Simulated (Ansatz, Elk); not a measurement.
# Bonding as seen by X-rays: CaGa2GeSe4

Structure refinements treat a crystal as free atoms side by side. For a made-up structure of CaGa2GeSe4 (cell and positions from a PBE relaxation) the runs below show what the calculated density changes in F(hkl).

Program: Elk 11.2.3 (patched build). Level of theory: DFT, PBE, all-electron APW+lo, Dirac cores, scalar-relativistic bands, static density, no spin. Results are calculated unless marked as measured.

The structure was built from a prototype and need not be the compound's stable phase.

### 1. Set-up

It takes space group I-42m (No. 121, tetragonal). Conventional cell: a = 7.530 Å, b = 7.530 Å, c = 7.183 Å, α = 90.00°, β = 90.00°, γ = 90.00°. Nearest to Se lie 1 Ge at 2.41 Å and 2 Ca at 2.92 to 3.66 Å and 4 Ga at 3.10 to 3.51 Å. Nearest to Ge lie 4 Se at 2.41 Å. Nearest to Ga lie 4 Se at 3.10 Å. Ca has 8 Se at 2.92 to 3.66 Å and 2 Ge at 3.59 Å nearest. Farther neighbours and most contacts between anions are not listed.

Coordinates:

```cif
data_structure
_symmetry_space_group_name_H-M 'P 1'
_symmetry_Int_Tables_number 1
_cell_length_a 6.4227
_cell_length_b 6.4227
_cell_length_c 6.4227
_cell_angle_alpha 108.224
_cell_angle_beta 108.224
_cell_angle_gamma 111.995
_cell_volume 203.65
loop_
_atom_site_label
_atom_site_type_symbol
_atom_site_fract_x
_atom_site_fract_y
_atom_site_fract_z
_atom_site_occupancy
Se1 Se 0.38018 0.01361 0.00000 1
Se2 Se 0.61982 0.61982 0.63343 1
Se3 Se 0.01361 0.38018 0.00000 1
Se4 Se 0.98639 0.98639 0.36657 1
Ge5 Ge 0.00000 0.00000 0.00000 1
Ga6 Ga 0.00000 0.50000 0.50000 1
Ga7 Ga 0.50000 0.00000 0.50000 1
Ca8 Ca 0.50000 0.50000 0.00000 1
```

### 2. Ground state and structure factors

An all-electron density is needed, since X-rays see the cores too. Task 0 finds the density and task 195 Fourier-transforms it; tshift is off so that phases refer to the origin typed.

Input file elk.in:

```
tasks
  0
  195

xctype
  20

spinpol
  .false.

rgkmax
  7.0

gmaxvr
  14.0

lmaxo
  7

lmaxapw
  8

swidth
  0.002

tshift
  .false.

ramdisk
  .false.

hmaxvr
  5.5

maxscl
  120

epspot
  1e-06

sppath
  './'

avec
  -7.11475663566 7.11475663566 6.78737719704
  7.11475663566 -7.11475663566 6.78737719704
  7.11475663566 7.11475663566 -6.78737719704

atoms
  4
  'Se.in'
  4
  0.3801764000 0.0136058909 -0.0000000000   0.000000 0.000000 0.000000
  0.6198236000 0.6198236000 0.6334294909   0.000000 0.000000 0.000000
  0.0136058909 0.3801764000 0.0000000000   0.000000 0.000000 0.000000
  0.9863941091 0.9863941091 0.3665705091   0.000000 0.000000 0.000000
  'Ge.in'
  1
  0.0000000000 0.0000000000 -0.0000000000   0.000000 0.000000 0.000000
  'Ga.in'
  2
  0.0000000000 0.5000000000 0.5000000000   0.000000 0.000000 0.000000
  0.5000000000 0.0000000000 0.5000000000   0.000000 0.000000 0.000000
  'Ca.in'
  1
  0.5000000000 0.5000000000 0.0000000000   0.000000 0.000000 0.000000

ngridk
  5 5 5
```

Launch:

```console
$ OMP_NUM_THREADS=4 elk
```

Numbers of over 12 decimals in the logs are rounded to 6 here.

The log of the run:

```text
┌─────────────────────────┐
│ Elk code version 11.2.3 │
└─────────────────────────┘

All units are atomic (Hartree, Bohr, etc.)

┌─────────────────────────────────────────────────┐
│ Ground-state run starting from atomic densities │
└─────────────────────────────────────────────────┘

Lattice vectors :
  -7.114756636       7.114756636       6.787377197
   7.114756636      -7.114756636       6.787377197
   7.114756636       7.114756636      -6.787377197

Reciprocal lattice vectors :
  0.1491052273E-16  0.4415601003      0.4628581207
  0.4415601003      0.1491052273E-16  0.4628581207
  0.4415601003      0.4415601003      0.1457850660E-19

Unit cell volume      :    1374.301673
Brillouin zone volume :   0.1804918224

Muffin-tin inner radius fraction :   0.1000000000E-01

Nuclei treated as point charges

Species : 1 (Se)
 parameters loaded from : Se.in
 name : selenium
 nuclear charge    :   -34.00000000
 electronic charge :    34.00000000
 atomic mass :    143935.2749
 muffin-tin radius :    2.252473405
 number of radial points in muffin-tin :    993
 inner part over the whole radius :   0.9846329034E-02
 number on inner part of muffin-tin    :    701
 approximate nuclear radius :   0.7785908700E-04
 number of mesh points to nuclear radius :    344
 atomic positions (lattice), magnetic fields (Cartesian) :
  1 :   0.38017640  0.01360589  0.00000000    0.00000000  0.00000000  0.00000000
  2 :   0.61982360  0.61982360  0.63342949    0.00000000  0.00000000  0.00000000
  3 :   0.01360589  0.38017640  0.00000000    0.00000000  0.00000000  0.00000000
  4 :   0.98639411  0.98639411  0.36657051    0.00000000  0.00000000  0.00000000

Species : 2 (Ge)
 parameters loaded from : Ge.in
 name : germanium
 nuclear charge    :   -32.00000000
 electronic charge :    32.00000000
 atomic mass :    132414.6196
 muffin-tin radius :    2.252473405
 number of radial points in muffin-tin :    993
 inner part over the whole radius :   0.9934574981E-02
 number on inner part of muffin-tin    :    701
 approximate nuclear radius :   0.7637961215E-04
 number of mesh points to nuclear radius :    341
 atomic positions (lattice), magnetic fields (Cartesian) :
  1 :   0.00000000  0.00000000  0.00000000    0.00000000  0.00000000  0.00000000

Species : 3 (Ga)
 parameters loaded from : Ga.in
 name : gallium
 nuclear charge    :   -31.00000000
 electronic charge :    31.00000000
 atomic mass :    127097.2539
 muffin-tin radius :    2.400000000
 number of radial points in muffin-tin :    993
 inner part over the whole radius :   0.9952882137E-02
 number on inner part of muffin-tin    :    702
 approximate nuclear radius :   0.7562051033E-04
 number of mesh points to nuclear radius :    339
 atomic positions (lattice), magnetic fields (Cartesian) :
  1 :   0.00000000  0.50000000  0.50000000    0.00000000  0.00000000  0.00000000
  2 :   0.50000000  0.00000000  0.50000000    0.00000000  0.00000000  0.00000000

Species : 4 (Ca)
 parameters loaded from : Ca.in
 name : calcium
 nuclear charge    :   -20.00000000
 electronic charge :    20.00000000
 atomic mass :    73057.72475
 muffin-tin radius :    2.400000000
 number of radial points in muffin-tin :    993
 inner part over the whole radius :   0.9970789793E-02
 number on inner part of muffin-tin    :    698
 approximate nuclear radius :   0.6614485811E-04
 number of mesh points to nuclear radius :    321
 atomic positions (lattice), magnetic fields (Cartesian) :
  1 :   0.50000000  0.50000000  0.00000000    0.00000000  0.00000000  0.00000000

Total number of atoms per unit cell :    8
Total muffin-tin volume :    413.0698208
 ratio of muffin-tin to unit cell volume :   0.3005670654

Spin treatment :
 spin-unpolarised

Number of Bravais lattice symmetries :   16
Number of crystal symmetries         :    8
Crystal has no inversion symmetry
Complex Hermitian eigensolver will be used

k-point grid :      5     5     5
k-point offset :    0.000000000       0.000000000       0.000000000
[...]
(states/Hartree/unit cell)

Estimated indirect band gap :   0.1279661703E-01
 from k-point 23 to k-point 23
Estimated direct band gap   :   0.1279661703E-01
 at k-point 23

Charges :
 core                        :    136.0000000
 valence                     :    114.0000000
 interstitial                :    14.69461000
 muffin-tins (core leakage)
  species : 1 (Se)
[...]
species : 2 (Ge)
[...]
species : 3 (Ga)
[...]
species : 4 (Ca)
[...]
total in muffin-tins        :    235.3053900
 total calculated charge     :    249.9969462
 total charge                :    250.0000000
 error                       :   0.3053755271E-02

RMS change in Kohn-Sham potential (target) :   0.1978068206     (  0.1000000000E-05)
Absolute change in total energy (target)   :    1.583098741     (  0.1000000000E-03)

[... loops 3 to 14 left out ...]

┌──────────────────┐
│ Loop number : 15 │
└──────────────────┘

Energies :
 Fermi                       :     0.177952
 sum of occupied eigenvalues :     -9470.6195332198
 electron kinetic            :      16747.687484619
 core electron kinetic       :      15443.565711599
 Coulomb                     :     -32517.100630240
 Coulomb potential           :     -25412.638714010
 nuclear-nuclear             :     -1980.5566506148
 electron-nuclear            :     -35696.311644993
 Hartree                     :      5159.7676653673
 Madelung                    :     -19810.781273235
 xc potential                :     -805.66830382854
 exchange                    :     -607.38012446266
 correlation                 :     -12.045144489694
 electron entropic           :    -0.24080949808247E-04
 total energy                :     -16388.838438654

Density of states at Fermi energy :    1.320820988
 (states/Hartree/unit cell)

Estimated indirect band gap :   0.1257172951E-01
 from k-point 23 to k-point 23
Estimated direct band gap   :   0.1257172951E-01
 at k-point 23

Charges :
 core                        :    136.0000000
 valence                     :    114.0000000
 interstitial                :    14.73350667
 muffin-tins (core leakage)
  species : 1 (Se)
[...]
species : 2 (Ge)
[...]
species : 3 (Ga)
[...]
species : 4 (Ca)
[...]
total in muffin-tins        :    235.2664933
 total calculated charge     :    249.9969803
 total charge                :    250.0000000
 error                       :   0.3019668398E-02

RMS change in Kohn-Sham potential (target) :   0.6714084294E-07 (  0.1000000000E-05)
Absolute change in total energy (target)   :   0.5318896365E-04 (  0.1000000000E-03)

Convergence targets achieved

┌──────────────────┐
│ Loop number : 16 │
└──────────────────┘

Energies :
 Fermi                       :     0.177952
 sum of occupied eigenvalues :     -9470.6195288097
 electron kinetic            :      16747.687488465
 core electron kinetic       :      15443.565712756
 Coulomb                     :     -32517.100631943
 Coulomb potential           :     -25412.638713894
 nuclear-nuclear             :     -1980.5566506148
 electron-nuclear            :     -35696.311647752
 Hartree                     :      5159.7676664237
 Madelung                    :     -19810.781274996
 xc potential                :     -805.66830338022
 exchange                    :     -607.38012444171
 correlation                 :     -12.045144513860
 electron entropic           :    -0.24081004612880E-04
 total energy                :     -16388.838436515

Density of states at Fermi energy :    1.320824794
 (states/Hartree/unit cell)

Estimated indirect band gap :   0.1257171686E-01
 from k-point 23 to k-point 23
Estimated direct band gap   :   0.1257171686E-01
 at k-point 23

Charges :
 core                        :    136.0000000
 valence                     :    114.0000000
 interstitial                :    14.73350667
 muffin-tins (core leakage)
  species : 1 (Se)
[...]
species : 2 (Ge)
[...]
species : 3 (Ga)
   atom 1                    :    29.39223536     (  0.7337889908E-03)
   atom 2                    :    29.39223536     (  0.7337889908E-03)
  species : 4 (Ca)
   atom 1                    :    18.15773008     ( -0.1987552896E-06)
 total in muffin-tins        :    235.2664933
 total calculated charge     :    249.9969803
 total charge                :    250.0000000
 error                       :   0.3019668278E-02

┌──────────────────────────────┐
│ Self-consistent loop stopped │
└──────────────────────────────┘

Warning : core states of species 1 leak from the muffin-tin :   0.1529159433E-03

Warning : core states of species 2 leak from the muffin-tin :   0.7678489578E-03

Warning : core states of species 3 leak from the muffin-tin :   0.7337889908E-03

Wrote STATE.OUT
```

Wall time 2.1 min (4 threads of Arm Neoverse V2, shared host); peak memory 0.35 GiB.

SFACRHO.OUT:

```text

h k l indices transformed by vhmat matrix:
   1.000000000       0.000000000       0.000000000    
   0.000000000       1.000000000       0.000000000    
   0.000000000       0.000000000       1.000000000    

      h      k      l  multipl.   |H|            Re(F)            Im(F)           |F|

      0      0      0      1   0.0000000       250.00000     -0.21911279E-16   250.00000    
     -1      1      0      4  0.62446028       10.751170     -0.62694993E-14   10.751170    
     -1      0      1      8  0.63969756       28.997712     -0.15187504E-13   28.997712    
     -1      1     -1      4  0.88312020       18.987308      0.15598993E-13   18.987308    
      1      1     -1      2  0.92571624       4.6767901     -0.61391448E-14   4.6767901    
     -2      1      1      8   1.0904652       1.2866189       73.698488       73.709718    
     -1      0      2      8   1.0904652       1.2866189      -73.698488       73.709718    
      2      0     -1      4   1.1166473      -25.023290      -58.892889       63.988573    
     -2      0      1      4   1.1166473      -25.023290       58.892889       63.988573    
      2     -2      0      4   1.2489206       140.49277      0.11995020E-13   140.49277    
      2      0      0      8   1.2793951       148.02189     -0.58007110E-13   148.02189    
      1     -1      2      8   1.3963356      -50.864902      0.28236502E-13   50.864902    
      1     -2      2      8   1.4032161      -21.919768      0.26895959E-13   21.919768    
     -1     -2      1      8   1.4570910      -24.724626     -0.80725584E-13   24.724626    
      1     -3      1      4   1.5545910       49.335210       34.825328       60.388463    
     -1      3     -1      4   1.5545910       49.335210      -34.825328       60.388463    
      0      1     -3      8   1.6579858       31.492749      -21.535195       38.151774    
      0     -1      3      8   1.6579858       31.492749       21.535195       38.151774
```

Elk indexes on the primitive cell of elk.in and gives |H| = 4π sin θ/λ in inverse bohr. Below, one row stands for each form hkl of the conventional cell (m members, Friedel mates merged), F is for one primitive cell and the density is static (no thermal factor). Free-atom factors are Waasmaier and Kirfel's, and R is Σm||F|−|F'||/Σm|F|.

```tsv
hkl	m	sin θ/λ (Å⁻¹)	abs F, DFT	neutral atoms	diff.	abs of complex diff.
110	4	0.094	10.751	10.528	+0.224	0.224
101	8	0.096	28.998	29.096	-0.099	0.099
200	4	0.133	18.987	19.137	-0.149	0.149
002	2	0.139	4.677	5.119	-0.442	0.442
211	16	0.164	73.710	73.245	+0.465	0.494
112	8	0.168	63.989	63.662	+0.326	0.335
220	4	0.188	140.493	140.517	-0.024	0.024
202	8	0.192	148.022	148.054	-0.032	0.032
310	8	0.210	50.865	51.034	-0.169	0.169
301	8	0.211	21.920	21.872	+0.048	0.048
103	8	0.219	24.725	24.796	-0.071	0.071
222	8	0.234	60.388	60.465	-0.076	0.233
321	16	0.249	38.152	38.407	-0.255	0.255
312	16	0.252	27.160	27.053	+0.106	0.109
213	16	0.256	49.172	49.412	-0.240	0.255
400	4	0.266	70.447	70.813	-0.366	0.366
004	2	0.278	101.487	101.994	-0.507	0.507
330	4	0.282	77.032	77.197	-0.165	0.165
```

### 3. The highest occupied states alone

An energy window below the Fermi level keeps the highest occupied states, to see at which angles they scatter; shallow core shells can lie inside it and anion s states outside. No new self-consistency is needed.

Changes to elk.in since step 2:

```diff
@@ -1,3 +1,2 @@
 tasks
-  0
   195
@@ -40,2 +39,5 @@
 
+wsfac
+  -0.373290 0.477950
+
 sppath
```

Launch:

```console
$ OMP_NUM_THREADS=4 elk
```

The log of the run:

```text
┌─────────────────────────────────┐
│ Elk code version 11.2.3 started │
└─────────────────────────────────┘

Info(readinput): the functional depends on the density's gradient
 muffin-tin radial points multiplied by    2.00000
 (not where nrmtscf is given)

┌────────────────────┐
│ Current task : 195 │
└────────────────────┘
Info(checkmt): changed muffin-tin radius of species 1 (Se) from   2.4000 to   2.2525
Info(checkmt): changed muffin-tin radius of species 2 (Ge) from   2.4000 to   2.2525

Info(sfacrho): density structure factors written to SFACRHO.OUT

 Energy window :  -0.3732900000      0.4779500000

┌──────────────────┐
│ Elk code stopped │
└──────────────────┘
```

It took 32 s on 4 threads; peak memory 0.27 GiB; 37 s of CPU time.

States within 15 eV below the Fermi level hold 56.00 electrons; any levels below the window count with the cores. Their amplitudes can exceed the total, where window and core parts have opposite phase:

```tsv
hkl	sin θ/λ (Å⁻¹)	abs F, window	abs F, all
110	0.094	16.336	10.751
101	0.096	4.084	28.998
200	0.133	13.441	18.987
002	0.139	11.808	4.677
211	0.164	5.916	73.710
112	0.168	18.750	63.989
220	0.188	20.340	140.493
202	0.192	20.321	148.022
310	0.210	17.011	50.865
301	0.211	0.929	21.920
```

### 4. Another functional

The difference from free atoms is small, so it is set against the change that LDA (Perdew-Wang) makes.

Changes to elk.in since step 3:

```diff
@@ -1,2 +1,3 @@
 tasks
+  0
   195
@@ -4,3 +5,3 @@
 xctype
-  20
+  3
 
@@ -39,5 +40,2 @@
 
-wsfac
-  -0.373290 0.477950
-
 sppath
```

Launch:

```console
$ OMP_NUM_THREADS=4 elk
```

The log of the run:

```text
┌─────────────────────────┐
│ Elk code version 11.2.3 │
└─────────────────────────┘

All units are atomic (Hartree, Bohr, etc.)

┌─────────────────────────────────────────────────┐
│ Ground-state run starting from atomic densities │
└─────────────────────────────────────────────────┘

Lattice vectors :
  -7.114756636       7.114756636       6.787377197
   7.114756636      -7.114756636       6.787377197
   7.114756636       7.114756636      -6.787377197

Reciprocal lattice vectors :
  0.1491052273E-16  0.4415601003      0.4628581207
[...]
species : 4 (Ca)
   atom 1                    :    18.16419035     ( -0.3473994326E-05)
 total in muffin-tins        :    235.3001872
 total calculated charge     :    249.9969353
 total charge                :    250.0000000
 error                       :   0.3064667498E-02

┌──────────────────────────────┐
│ Self-consistent loop stopped │
└──────────────────────────────┘

Warning : core states of species 1 leak from the muffin-tin :   0.1504893004E-03

Warning : core states of species 2 leak from the muffin-tin :   0.7858060824E-03

Warning : core states of species 3 leak from the muffin-tin :   0.7515023616E-03

Wrote STATE.OUT
[key lines of the parts left out:]
total energy                :     -16366.107431234
```

The job ended after 93 s (4 threads; peak memory 0.3 GiB).

Against the first run R = 0.06 %; the largest change is -0.073 at 600.

### 5. Basis size

The basis and the expansions that go with it are enlarged, to see whether the differences are converged.

Changes to elk.in since step 4:

```diff
@@ -5,3 +5,3 @@
 xctype
-  3
+  20
 
@@ -11,12 +11,12 @@
 rgkmax
-  7.0
+  8.5
 
 gmaxvr
-  14.0
+  18.0
 
 lmaxo
-  7
+  9
 
 lmaxapw
-  8
+  10
```

Launch:

```console
$ OMP_NUM_THREADS=4 elk
```

The log of the run:

```text
┌─────────────────────────┐
│ Elk code version 11.2.3 │
└─────────────────────────┘

All units are atomic (Hartree, Bohr, etc.)

┌─────────────────────────────────────────────────┐
│ Ground-state run starting from atomic densities │
└─────────────────────────────────────────────────┘

Lattice vectors :
  -7.114756636       7.114756636       6.787377197
   7.114756636      -7.114756636       6.787377197
   7.114756636       7.114756636      -6.787377197

Reciprocal lattice vectors :
  0.1491052273E-16  0.4415601003      0.4628581207
[...]
species : 4 (Ca)
   atom 1                    :    18.15877913     ( -0.1987554032E-06)
 total in muffin-tins        :    235.2922202
 total calculated charge     :    249.9971205
 total charge                :    250.0000000
 error                       :   0.2879454986E-02

┌──────────────────────────────┐
│ Self-consistent loop stopped │
└──────────────────────────────┘

Warning : core states of species 1 leak from the muffin-tin :   0.1528037296E-03

Warning : core states of species 2 leak from the muffin-tin :   0.7666045738E-03

Warning : core states of species 3 leak from the muffin-tin :   0.7334034072E-03

Wrote STATE.OUT
[key lines of the parts left out:]
total energy                :     -16388.868648236
```

It took 7.2 min on 4 threads; peak memory 0.84 GiB; 24 min of CPU time.

Against the first run R = 0.01 %; the largest change is -0.013 at 444.

### 6. Settings against the effect

```tsv
run	R against the first run (%)	R against neutral atoms, low angle (%)	wall time
PBE, rgkmax 7	0.00	0.39	2.1 min
LDA (Perdew-Wang)	0.06	0.38	93 s
rgkmax 8.5 with larger expansions	0.01	0.39	7.2 min
```

### 7. What came out

```
R against neutral atoms, sin θ/λ < 0.3 Å⁻¹ : 0.39 %
R against neutral atoms, 0.3 to 0.63 Å⁻¹   : 0.23 %
```

In words: Independent neutral atoms miss the calculated amplitudes by R = 0.39 % below 0.3 Å⁻¹ and 0.23 % from there to 0.63 Å⁻¹; by shells, 0.88 % below 0.15 Å⁻¹ (4 forms), 0.37 % 0.15 to 0.3 (19 forms), 0.27 % 0.3 to 0.45 (37 forms), 0.21 % above 0.45 (89 forms). Bonding, aspherical density and the tables' own atoms all enter these figures, and the runs don't part them. The largest change of an amplitude is -0.51 electrons, at 004. R counts amplitudes alone; phases shift too. The window's part falls from 56.0 electrons at the origin to at most 7.08 between 0.45 and 0.63 Å⁻¹, where compact states inside the window still scatter. The window holds more than the 36 outer electrons of the free atoms, so shallow core shells lie inside it. Below 0.3 Å⁻¹ the changes that finished (LDA (Perdew-Wang) and rgkmax 8.5 with larger expansions) move F by R = 0.03 % at most, against the 0.39 % that separates it from free atoms. The k-mesh has no finished test. Part of the difference isn't bonding: the tables are fits to free atoms and ions calculated by other methods than this functional. Thermal motion, anomalous dispersion and extinction are left out.

[Logs are printed without paths, hosts, clocks, repeated set-up lines and the standing remarks that a program may print on its own settings, such as how far it seeks lower states.]

[Hosts, paths, dates, database ids (printed as entryN), source tags and the programs' standing remarks are cut or masked in the printed files.]
